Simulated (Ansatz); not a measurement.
# Li on Pd(110): change of the work function, part 3 of 5

Aim: the work function of Pd(110) at several coverages of Li (longbridge site), and the dipole that each adsorbate carries.

Ansatz 0.2.0; plane-wave DFT, PBE-D3(BJ), Ansatz PAW.

So far, work function, upper face (eV): step 2 (the clean slab) 4.73; step 3 (21 atoms, coverage 0.25 ML, cell 2x2) 3.74.

## (4) The covered slab, k-mesh 4×6×1, coverage 0.5 ML

System of this step: Li/Pd(110). The cell holds 22 atoms: 20 Pd and 2 Li. Cell: a = 7.780 Å, b = 5.501 Å, c = 25.492 Å, α = 90.0°, β = 90.0°, γ = 90.0°. Vacuum lies along c.

Another coverage, to see how the dipoles act on each other as their distance changes.

input.yaml

```yaml
crystal:
  lattice:
    - [7.78, 0.0, 0.0]
    - [0.0, 5.5012907576, 0.0]
    - [0.0, 0.0, 25.492282176]
  atoms:
    - { symbol: Pd, position: [0.0, 0.0, 0.3530480299] }
    - { symbol: Pd, position: [0.25, 0.25, 0.4069985817] }
    - { symbol: Pd, position: [0.0, 0.0, 0.4611240538] }
    - { symbol: Pd, position: [0.25, 0.25, 0.5176243473] }
    - { symbol: Pd, position: [0.0, 0.0, 0.5677493308] }
    - { symbol: Pd, position: [0.0, 0.5, 0.3530480299] }
    - { symbol: Pd, position: [0.25, 0.75, 0.4069985817] }
    - { symbol: Pd, position: [0.0, 0.5, 0.4611240538] }
    - { symbol: Pd, position: [0.25, 0.75, 0.5176243473] }
    - { symbol: Pd, position: [0.0, 0.5, 0.5677493308] }
    - { symbol: Pd, position: [0.5, 0.0, 0.3530480299] }
    - { symbol: Pd, position: [0.75, 0.25, 0.4069985817] }
    - { symbol: Pd, position: [0.5, 0.0, 0.4611240538] }
    - { symbol: Pd, position: [0.75, 0.25, 0.5176243473] }
    - { symbol: Pd, position: [0.5, 0.0, 0.5677493308] }
    - { symbol: Pd, position: [0.5, 0.5, 0.3530480299] }
    - { symbol: Pd, position: [0.75, 0.75, 0.4069985817] }
    - { symbol: Pd, position: [0.5, 0.5, 0.4611240538] }
    - { symbol: Pd, position: [0.75, 0.75, 0.5176243473] }
    - { symbol: Pd, position: [0.5, 0.5, 0.5677493308] }
    - { symbol: Li, position: [0.25, 0.0, 0.6469519701] }
    - { symbol: Li, position: [0.75, 0.5, 0.6469519701] }
kpoints:
  mp_grid: { grid: [4, 6, 1] }
hamiltonian:
  xc: pbe
  dispersion: d3bj
scf:
  occupations: { method: fermi_dirac, width: 0.1 }
  convergence: { dr2_threshold: 1.0e-08 }
efield:
  axis: 3
  dipole_correction: true
  ramp_position: 0.97
  ramp_width: 0.06
relax:
  f_tol: 0.02
  max_steps: 60
  constraints: [{ sites: [0, 1, 5, 6, 10, 11, 15, 16] }]
output:
  bader: true
  dos: { projected: true, e_range: [-8, 4] }
  write_potential: true
  write_density: true
  volumetric_format: npy
```

Started as:

```bash
$ ansatz run input.yaml --threads 4 --pin off --max-ram 12288MiB --backend cpu --events-out ev --progress --plain --runs-dir out
```

Numbers of over 12 decimals in the logs are rounded to 6 here.

The program printed:

```text
[...]
Crystal: 22 atoms, lattice volume = 1091.071 Å³
Basis set: ecut = 420 eV, 21301 PW (Γ), exchange–correlation on 108×80×360 points (8 copies of the dense FFT grid, shifted against one another)
Bands: 220, of which v1, the nominal top of the filled ones, is band 183 counted from 1 (182 counted from 0)
Symmetry: 8 space group operations
[...]
k-points: 12 of 24
[...]
SCF iter   1: F=—  HF=-139869.609903 eV  |F-HF|=—  |Δ(HF+E_count)|=         —  Δρ=9.35e-3  dr2=7.32e0  ethr=1.77e-3  p=0.645 e·Å  D=1.07e-1 V/Å  ΔV_dip=-2.73 eV  dr2_dipole=1.80e-1  V_vac-E_F(+/−)=1.75/4.48 eV  ⟨swp⟩=7.9  Hψ=11105  notcnv=0  defer=95
[...]
SCF iter  13: F=-139869.360619 eV  HF=-139869.360619 eV  |F-HF|=3.34e-8  |Δ(HF+E_count)|=   2.41e-8  Δρ=4.90e-7  dr2=8.83e-9  ethr=2.73e-12  p=0.601 e·Å  D=9.97e-2 V/Å  ΔV_dip=-2.54 eV  dr2_dipole=1.85e-9  V_vac-E_F(+/−)=2.31/4.85 eV  ⟨swp⟩=18.7  Hψ=18575  notcnv=0
SCF 1 converged in 13 iterations: F = -139869.360619 eV  dr2 = 8.83e-9
[...]
relax step   1: F+E_penalty+E_count = -139869.36061857 eV  Δ(F+E_penalty+E_count) = +0.000e0 eV  max|allowed force component| = 1.073e0 eV/Å  Δτ_max = 0.0000 Å  (13 SCF iters, accepted)
[...]
SCF iter   1: F=—  HF=-139869.877674 eV  |F-HF|=—  |Δ(HF+E_count)|=         —  Δρ=4.71e-3  dr2=1.41e0  ethr=3.14e-4  p=0.601 e·Å  D=9.97e-2 V/Å  ΔV_dip=-2.54 eV  dr2_dipole=3.71e-1  V_vac-E_F(+/−)=2.34/4.88 eV  ⟨swp⟩=1.0  Hψ=8416  notcnv=0  defer=191
[...]
eigensolver tolerance schedule calibrated: the retry pair's looser diagonalisation under-reported the residual by θ = 0.18 (0.18/decade); ethr = c·dr2/N_el runs at the constant in force after the calibration composes with the one it found (an armed cap, an earlier calibration), c = 3.0e-2
[...]
SCF iter   2: F=—  HF=-139869.857184 eV  |F-HF|=—  |Δ(HF+E_count)|=   2.05e-2  Δρ=2.02e-3  dr2=1.94e-1  ethr=1.14e-4  p=0.584 e·Å  D=9.69e-2 V/Å  ΔV_dip=-2.47 eV  dr2_dipole=4.79e-2  V_vac-E_F(+/−)=2.38/4.85 eV  ⟨swp⟩=2.0  Hψ=3887  notcnv=0  defer=191
[...]
SCF iter  13: F=-139869.841763 eV  HF=-139869.841763 eV  |F-HF|=5.50e-9  |Δ(HF+E_count)|=   3.50e-8  Δρ=3.06e-7  dr2=1.63e-9  ethr=1.00e-12  p=0.567 e·Å  D=9.41e-2 V/Å  ΔV_dip=-2.40 eV  dr2_dipole=1.63e-10  V_vac-E_F(+/−)=2.44/4.84 eV  ⟨swp⟩=14.8  Hψ=16813  notcnv=0
SCF 2 converged in 13 iterations: F = -139869.841763 eV  dr2 = 1.63e-9
relax step   2: F+E_penalty+E_count = -139869.84176335 eV  Δ(F+E_penalty+E_count) = -4.811e-1 eV  max|allowed force component| = 8.550e-1 eV/Å  Δτ_max = 0.1949 Å  (13 SCF iters, accepted)
[...]
SCF iter  13: F=-139870.146553 eV  HF=-139870.146553 eV  |F-HF|=6.05e-9  |Δ(HF+E_count)|=   2.44e-8  Δρ=2.27e-7  dr2=1.10e-9  ethr=1.30e-12  p=0.504 e·Å  D=8.35e-2 V/Å  ΔV_dip=-2.13 eV  dr2_dipole=9.31e-16  V_vac-E_F(+/−)=2.69/4.82 eV  ⟨swp⟩=14.3  Hψ=16933  notcnv=0
SCF 3 converged in 13 iterations: F = -139870.146553 eV  dr2 = 1.10e-9
relax step   3: F+E_penalty+E_count = -139870.14655340 eV  Δ(F+E_penalty+E_count) = -3.048e-1 eV  max|allowed force component| = 5.463e-1 eV/Å  Δτ_max = 0.1971 Å  (13 SCF iters, accepted)
[...]
relax step   4: F+E_penalty+E_count = -139870.32955508 eV  Δ(F+E_penalty+E_count) = -1.830e-1 eV  max|allowed force component| = 2.619e-1 eV/Å  Δτ_max = 0.1971 Å  (13 SCF iters, accepted)
[...]
relax step   5: F+E_penalty+E_count = -139870.40607459 eV  Δ(F+E_penalty+E_count) = -7.652e-2 eV  max|allowed force component| = 7.645e-2 eV/Å  Δτ_max = 0.2000 Å  (13 SCF iters, accepted)
[...]
relax step   6: F+E_penalty+E_count = -139870.40903622 eV  Δ(F+E_penalty+E_count) = -2.962e-3 eV  max|allowed force component| = 2.373e-2 eV/Å  Δτ_max = 0.0275 Å  (10 SCF iters, accepted)
SCF iter   1: F=—  HF=-139870.409307 eV  |F-HF|=—  |Δ(HF+E_count)|=         —  Δρ=2.45e-4  dr2=7.23e-4  ethr=1.30e-6  p=0.359 e·Å  D=5.96e-2 V/Å  ΔV_dip=-1.52 eV  dr2_dipole=5.23e-5  V_vac-E_F(+/−)=3.24/4.76 eV  ⟨swp⟩=3.0  Hψ=4694  notcnv=0  defer=40
[...]
SCF iter   9: F=-139870.409354 eV  HF=-139870.409354 eV  |F-HF|=5.94e-9  |Δ(HF+E_count)|=   4.18e-8  Δρ=2.30e-7  dr2=1.06e-9  ethr=2.73e-12  p=0.359 e·Å  D=5.95e-2 V/Å  ΔV_dip=-1.52 eV  dr2_dipole=7.68e-11  V_vac-E_F(+/−)=3.24/4.76 eV  ⟨swp⟩=10.2  Hψ=16238  notcnv=0
SCF 7 converged in 9 iterations: F = -139870.409354 eV  dr2 = 1.06e-9
relax step   7: F+E_penalty+E_count = -139870.40935368 eV  Δ(F+E_penalty+E_count) = -3.175e-4 eV  max|allowed force component| = 1.703e-3 eV/Å  Δτ_max = 0.0034 Å  (9 SCF iters, accepted)
[...]
SCF converged after 9 iterations
Free energy (F): -139870.409354 eV
[...]
Internal energy: -139869.100279 eV  (E = F + TS)
E sigma→0 (E₀):  -139869.754816 eV
Entropy (-TS):   -1.309075 eV (-59.503 meV/atom)
Fermi energy:    2.598626 eV
Dipole field:    D = 0.059539 V/Å  (p = 0.358997 e·Å, saw-weighted, corrected)
Work function:   Φ+ = 3.2449 eV   Φ− = 4.7627 eV
[...]
--- Forces (eV/Å), atoms counted from 1 ---
  atom   1  Pd    -0.00275100     0.00000000     0.33266798
  atom   2  Pd     0.00000000    -0.01625467    -0.33328433
  atom   3  Pd     0.00016131     0.00000000     0.00042540
  atom   4  Pd     0.00000000    -0.00002119    -0.00014045
  atom   5  Pd    -0.00170312     0.00000000    -0.00038271
  atom   6  Pd     0.00275100     0.00000000     0.33266798
  atom   7  Pd     0.00000000     0.01625467    -0.33328433
  atom   8  Pd    -0.00016131     0.00000000     0.00042540
  atom   9  Pd     0.00000000     0.00002119    -0.00014045
  atom  10  Pd     0.00170312     0.00000000    -0.00038271
  atom  11  Pd     0.00275100     0.00000000     0.33266798
  atom  12  Pd     0.00000000     0.01625467    -0.33328433
  atom  13  Pd    -0.00016131     0.00000000     0.00042540
  atom  14  Pd     0.00000000     0.00002119    -0.00014045
  atom  15  Pd     0.00170312     0.00000000    -0.00038271
  atom  16  Pd    -0.00275100     0.00000000     0.33266798
  atom  17  Pd     0.00000000    -0.01625467    -0.33328433
  atom  18  Pd     0.00016131     0.00000000     0.00042540
  atom  19  Pd     0.00000000    -0.00002119    -0.00014045
  atom  20  Pd    -0.00170312     0.00000000    -0.00038271
  atom  21  Li     0.00000000     0.00000000     0.00141323
  atom  22  Li     0.00000000    -0.00000000     0.00141323
  max |Σ_I F_I| component: 3.00e-5 eV/Å
--- Band table (eV; the first three rows and the last of 12) ---
  k-point 0: bands = [... 179 lower, 2.6036, 2.6150, 2.6536, 2.6758, 2.6827, 2.7020, 2.7052, 2.7950, ... 33 higher]
  k-point 1: bands = [... 179 lower, 2.4538, 2.4611, 2.5388, 2.6202, 2.6421, 2.6481, 2.6634, 2.7949, ... 33 higher]
  k-point 2: bands = [... 179 lower, 2.3081, 2.4025, 2.4419, 2.4527, 2.6498, 2.7302, 2.7489, 2.7849, ... 33 higher]
  k-point 11: bands = [... 179 lower, 2.3974, 2.4207, 2.4207, 2.4689, 2.4689, 2.4931, 2.4931, 2.8508, ... 33 higher]
--- Relaxed structure (7 steps of the walk, 7 accepted, 0 SCFs on fresh bases) ---
  F+E_penalty+E_count = -139870.40935368 eV   max|allowed force component| = 1.703e-3 eV/Å
  atoms:
    - { symbol: Pd, position: [0.0, 0.0, 0.353048] }
    - { symbol: Pd, position: [0.25, 0.25, 0.4069985817] }
    - { symbol: Pd, position: [-0.00109356, 0.0, 0.461187] }
    - { symbol: Pd, position: [0.25, 0.241721, 0.517478] }
    - { symbol: Pd, position: [-0.018315, 0, 0.569101] }
    - { symbol: Pd, position: [0.0, 0.5, 0.353048] }
    - { symbol: Pd, position: [0.25, 0.75, 0.4069985817] }
    - { symbol: Pd, position: [0.00109356, 0.5, 0.461187] }
    - { symbol: Pd, position: [0.25, 0.758279, 0.517478] }
    - { symbol: Pd, position: [0.018315, 0.5, 0.569101] }
    - { symbol: Pd, position: [0.5, 0.0, 0.353048] }
    - { symbol: Pd, position: [0.75, 0.25, 0.4069985817] }
    - { symbol: Pd, position: [0.501094, 0.0, 0.461187] }
    - { symbol: Pd, position: [0.75, 0.258279, 0.517478] }
    - { symbol: Pd, position: [0.518315, 0, 0.569101] }
    - { symbol: Pd, position: [0.5, 0.5, 0.353048] }
    - { symbol: Pd, position: [0.75, 0.75, 0.4069985817] }
    - { symbol: Pd, position: [0.498906, 0.5, 0.461187] }
    - { symbol: Pd, position: [0.75, 0.741721, 0.517478] }
    - { symbol: Pd, position: [0.481685, 0.5, 0.569101] }
    - { symbol: Li, position: [0.25, 0, 0.615017] }
    - { symbol: Li, position: [0.75, 0.5, 0.615017] }
--- Bader charges: 22 sites ---
  site symbol  charge [e]  shift [e]
     0     Pd     -0.0148     0.0000
     1     Pd     -0.0036     0.0000
     2     Pd      0.0221     0.0000
     3     Pd     -0.0751     0.0000
     4     Pd     -0.3568     0.0003
     5     Pd     -0.0148     0.0000
     6     Pd     -0.0036     0.0000
     7     Pd      0.0221     0.0000
     8     Pd     -0.0751     0.0000
     9     Pd     -0.3568     0.0003
    10     Pd     -0.0148     0.0000
    11     Pd     -0.0036     0.0000
    12     Pd      0.0221     0.0000
    13     Pd     -0.0751     0.0000
    14     Pd     -0.3568     0.0003
    15     Pd     -0.0148     0.0000
    16     Pd     -0.0036     0.0000
    17     Pd      0.0221     0.0000
    18     Pd     -0.0751     0.0000
    19     Pd     -0.3568     0.0003
    20     Li      0.8565     0.0006
    21     Li      0.8565     0.0006
  estimated error of the sums over rays = 3.9e-4 e
```

Wall time 14 min (4 threads of Arm Neoverse V1, shared host); peak memory 5.9 GiB.

Relaxation path:

```csv
step,energy less that of the first step (eV),largest force component (eV/Å)
1,0.0000,1.0729
2,-0.4811,0.8550
3,-0.7859,0.5463
4,-0.9689,0.2619
5,-1.0455,0.0765
6,-1.0484,0.0237
7,-1.0487,0.0017
```

The run keeps the 8 symmetry operations that it works with, so distortions that break them were not tested.

The atoms that moved most (Å):

```csv
atom,dx,dy,dz,length
Li22,0.000,0.000,-0.814,0.814
Li21,0.000,0.000,-0.814,0.814
Pd5,-0.142,0.000,0.034,0.147
Pd10,0.142,0.000,0.034,0.147
Pd20,-0.142,0.000,0.034,0.147
Pd15,0.142,0.000,0.034,0.147
Pd19,0.000,-0.046,-0.004,0.046
Pd14,0.000,0.046,-0.004,0.046
```

The relaxed structure:

```xyz
22
Lattice="7.7800 0.0000 0.0000 0.0000 5.5013 0.0000 0.0000 0.0000 25.4923" Properties=species:S:1:pos:R:3
Pd    0.0000    0.0000    9.0000
Pd    1.9450    1.3753   10.3753
Pd   -0.0085    0.0000   11.7567
Pd    1.9450    1.3298   13.1917
Pd   -0.1425    0.0000   14.5077
Pd    0.0000    2.7506    9.0000
Pd    1.9450    4.1260   10.3753
Pd    0.0085    2.7506   11.7567
Pd    1.9450    4.1715   13.1917
Pd    0.1425    2.7506   14.5077
Pd    3.8900    0.0000    9.0000
Pd    5.8350    1.3753   10.3753
Pd    3.8985    0.0000   11.7567
Pd    5.8350    1.4209   13.1917
Pd    4.0325    0.0000   14.5077
Pd    3.8900    2.7506    9.0000
Pd    5.8350    4.1260   10.3753
Pd    3.8815    2.7506   11.7567
Pd    5.8350    4.0804   13.1917
Pd    3.7475    2.7506   14.5077
Li    1.9450    0.0000   15.6782
Li    5.8350    2.7506   15.6782
```

Numbers from this step:

* energy at zero smearing: -139869.7548 eV
* work function, upper face: 3.245 eV
* work function, lower face: 4.763 eV
* dipole along the normal: 0.3590 e·Å
* step between the vacuum levels: -1.518 eV

The density of states has structure finer than the step of the table below, so its rows give means over 0.25 eV, whole bins alone (the curve runs from -8 to 1.98 eV). Peaks (eV: height): -3.220: 67.0, -2.290: 75.0, -2.230: 63.1, -2.080: 79.1, -1.950: 60.2, -1.200: 73.4, -0.900: 59.7.

Density of states against energy, zero at the Fermi level; means over each step:

```
energy (eV)  density of states (states/eV a cell)
      -6.50                               0.00624
      -6.25                                  1.34
      -6.00                                  1.61
      -5.75                                  1.90
      -5.50                                  2.03
      -5.25                                  2.39
      -5.00                                  6.29
      -4.75                                  24.5
      -4.50                                  37.2
      -4.25                                  29.7
      -4.00                                  37.7
      -3.75                                  35.0
      -3.50                                  27.1
      -3.25                                  46.5
      -3.00                                  42.7
      -2.75                                  33.8
      -2.50                                  47.1
      -2.25                                  54.9
      -2.00                                  48.7
      -1.75                                  30.7
      -1.50                                  44.7
      -1.25                                  49.6
      -1.00                                  44.6
      -0.75                                  45.6
      -0.50                                  46.5
      -0.25                                  51.3
       0.00                                  47.3
       0.25                                  10.7
       0.50                                  5.92
       0.75                                  6.37
       1.00                                  6.07
       1.25                                  6.41
       1.50                                  5.16
       1.75                                  7.14
```

Projected DOS per atom over height of the atomic layer and energy from the Fermi level. Layers: Pd4 Pd4 Pd4 Pd4 Pd4 Li2 from below.

Ten even steps from '0' (0.00 states/eV) to '9' (3.02 states/eV), each cell a mean:
```
000000
000000
000000
000000
777650
975770
865680
946590
845470
878680
565560
684760
254640
258630
158620
001000
000000
000000
000000
000000
000000
000000
```
Columns: height of the atomic layer (Å) from 9 to 15.7 (not evenly spaced); rows upwards: energy from the Fermi level (eV) from -7.96 to 1.95.

The relaxation took 7 steps and lowered the energy by 1.0 eV; the largest force on the free atoms ends at 0.0017 eV/Å.

The covered face has 3.24 eV, -1.49 eV against the clean one; the bare back face has moved by +0.05 eV, a measure of how thin the slab is.

## (5) The covered slab, k-mesh 8×11×1, coverage 1 ML

System of this step: Li/Pd(110). The cell holds 6 atoms: 5 Pd and 1 Li. Cell: a = 3.890 Å, b = 2.751 Å, c = 25.492 Å, α = 90.0°, β = 90.0°, γ = 90.0°. Vacuum lies along c.

Another coverage, to see how the dipoles act on each other as their distance changes.

input.yaml, the sections that differ from step 4:

```yaml
crystal:
  lattice:
    - [3.89, 0.0, 0.0]
    - [0.0, 2.7506453788, 0.0]
    - [0.0, 0.0, 25.492282176]
  atoms:
    - { symbol: Pd, position: [0.0, 0.0, 0.3530480299] }
    - { symbol: Pd, position: [0.5, 0.5, 0.4069985817] }
    - { symbol: Pd, position: [0.0, 0.0, 0.4611240538] }
    - { symbol: Pd, position: [0.5, 0.5, 0.5176243473] }
    - { symbol: Pd, position: [0.0, 0.0, 0.5677493308] }
    - { symbol: Li, position: [0.5, 0.0, 0.6469519701] }
kpoints:
  mp_grid: { grid: [8, 11, 1] }
relax:
  f_tol: 0.02
  max_steps: 60
  constraints: [{ sites: [0, 1] }]
output:
  bader: true
  write_potential: true
  write_density: true
  volumetric_format: npy
# hamiltonian, scf, efield: as in step 4
```

The program printed:

```text
[...]
Crystal: 6 atoms, lattice volume = 272.768 Å³
Basis set: ecut = 420 eV, 5337 PW (Γ), exchange–correlation on 54×40×360 points (8 copies of the dense FFT grid, shifted against one another)
Bands: 56, of which v1, the nominal top of the filled ones, is band 47 counted from 1 (46 counted from 0)
Symmetry: 4 space group operations
[...]
- { symbol: Pd, position: [0.0, 0.0, 0.568720] }
    - { symbol: Li, position: [0.5, 0.0, 0.621320] }
--- Bader charges: 6 sites ---
  site symbol  charge [e]  shift [e]
     0     Pd     -0.0169     0.0000
     1     Pd     -0.0014     0.0000
     2     Pd      0.0097     0.0000
     3     Pd     -0.1069     0.0000
     4     Pd     -0.7056     0.0007
     5     Li      0.8210     0.0007
  estimated error of the sums over rays = 3.9e-4 e
[key lines of the parts left out:]
SCF converged after 11 iterations
Free energy (F): -35070.480458 eV
Fermi energy:    2.847429 eV
Dipole field:    D = 0.075828 V/Å  (p = 0.114303 e·Å, saw-weighted, corrected)
Work function:   Φ+ = 2.9385 eV   Φ− = 4.8715 eV
```

It took 76 s on 4 threads; peak memory 0.8 GiB; 5 min of CPU time.

The steps of the relaxation:

```csv
step,energy less that of the first step (eV),largest force component (eV/Å)
1,0.0000,0.9226
2,-0.2280,0.7017
3,-0.3430,0.3628
4,-0.3882,0.0720
5,-0.3916,0.0086
```

Forces are held to the 4 operations that the run works with; a distortion that breaks them can't arise in this run.

The atoms that moved most (Å):

```
atom     dx     dy      dz  length
 Li6  0.000  0.000  -0.653   0.653
 Pd5  0.000  0.000   0.025   0.025
 Pd4  0.000  0.000   0.022   0.022
```

Final coordinates:

```xyz
6
Lattice="3.8900 0.0000 0.0000 0.0000 2.7506 0.0000 0.0000 0.0000 25.4923" Properties=species:S:1:pos:R:3
Pd    0.0000    0.0000    9.0000
Pd    1.9450    1.3753   10.3753
Pd    0.0000    0.0000   11.7571
Pd    1.9450    1.3753   13.2178
Pd    0.0000    0.0000   14.4980
Li    1.9450    0.0000   15.8389
```

Running mean over 1.375 Å of the planar mean; the ramp of the sawtooth is left out. Electron's electrostatic potential energy less the Fermi level against z:

z (Å), electron's electrostatic potential energy less the Fermi level (eV) and a bar from the least value:
```
      3.0       4.87 ##############################
      3.5       4.87 ##############################
      4.0       4.87 ##############################
      4.5       4.87 ##############################
      5.0       4.87 ##############################
      5.5       4.87 ##############################
      6.0       4.85 ##############################
      6.5       4.80 ##############################
      7.0       4.61 #############################
      7.5       3.87 ############################
      8.0       0.98 ######################
      8.5      -3.82 ############
      9.0      -7.21 #####
      9.5      -8.20 ###
     10.0      -8.40 ##
     10.5      -8.49 ##
     11.0      -8.51 ##
     11.5      -8.43 ##
     12.0      -8.06 ###
     12.5      -7.81 ###
     13.0      -8.32 ##
     13.5      -9.22 
     14.0      -9.39 
     14.5      -8.34 ##
     15.0      -5.97 #######
     15.5      -3.14 #############
     16.0      -1.19 #################
     16.5       0.30 ####################
     17.0       1.80 ########################
     17.5       2.47 #########################
     18.0       2.75 ##########################
     18.5       2.86 ##########################
     19.0       2.91 ##########################
     19.5       2.93 ##########################
     20.0       2.93 ##########################
     20.5       2.94 ##########################
     21.0       2.94 ##########################
     21.5       2.94 ##########################
     22.0       2.94 ##########################
     22.5       2.94 ##########################
```

The relaxation took 5 steps and lowered the energy by 0.39 eV; the largest force on the free atoms ends at 0.0086 eV/Å.

The covered face has 2.94 eV, -1.79 eV against the clean one; the bare back face has moved by +0.15 eV, a measure of how thin the slab is.

## (6) Work function against coverage

This step: plane-wave DFT, PBE-D3(BJ), Ansatz PAW; work function against coverage (Ansatz 0.2.0).

The runs are now put side by side.

Numbers from this step:

```
work function of the clean face     : 4.732 eV
largest change of the work function : -1.794 eV
```

Work function of the covered face against coverage:

| coverage (adsorbates/nm²) | work function of the covered face (eV) |
| --- | --- |
| 0.00 | 4.73 |
| 2.34 | 3.74 |
| 4.67 | 3.24 |
| 9.35 | 2.94 |

The dipole per adsorbate comes from the change of the cell's dipole. Coverage, by row:

```csv
coverage (1/nm²),coverage (ML),work function (eV),change (eV),"dipole per adsorbate, positive end outwards (debye)",mean height of the added atoms over the highest substrate atom (Å)
2.336,0.25,3.739,-0.993,1.124,1.173
4.673,0.5,3.245,-1.487,0.871,1.171
9.346,1,2.938,-1.794,0.553,1.341
```

[end of part 3 of 5]

[Logs are printed without paths, hosts, clocks, repeated set-up lines and the standing remarks that a program may print on its own settings, such as how far it seeks lower states.]

[Hosts, paths, dates, database ids (printed as entryN), source tags and the programs' standing remarks are cut or masked in the printed files.]

[Maps of the electrostatic potential energy from Ansatz leave out the sawtooth potential of an applied field or a dipole correction, so their vacuum need not be flat; planar profiles and work functions include it.]

[The density of states shown here was stored with 400 of the rows of the run's finer table, so its peaks can read low, often by over a quarter, or be missed, and its means over a window can be off by a tenth or more.]
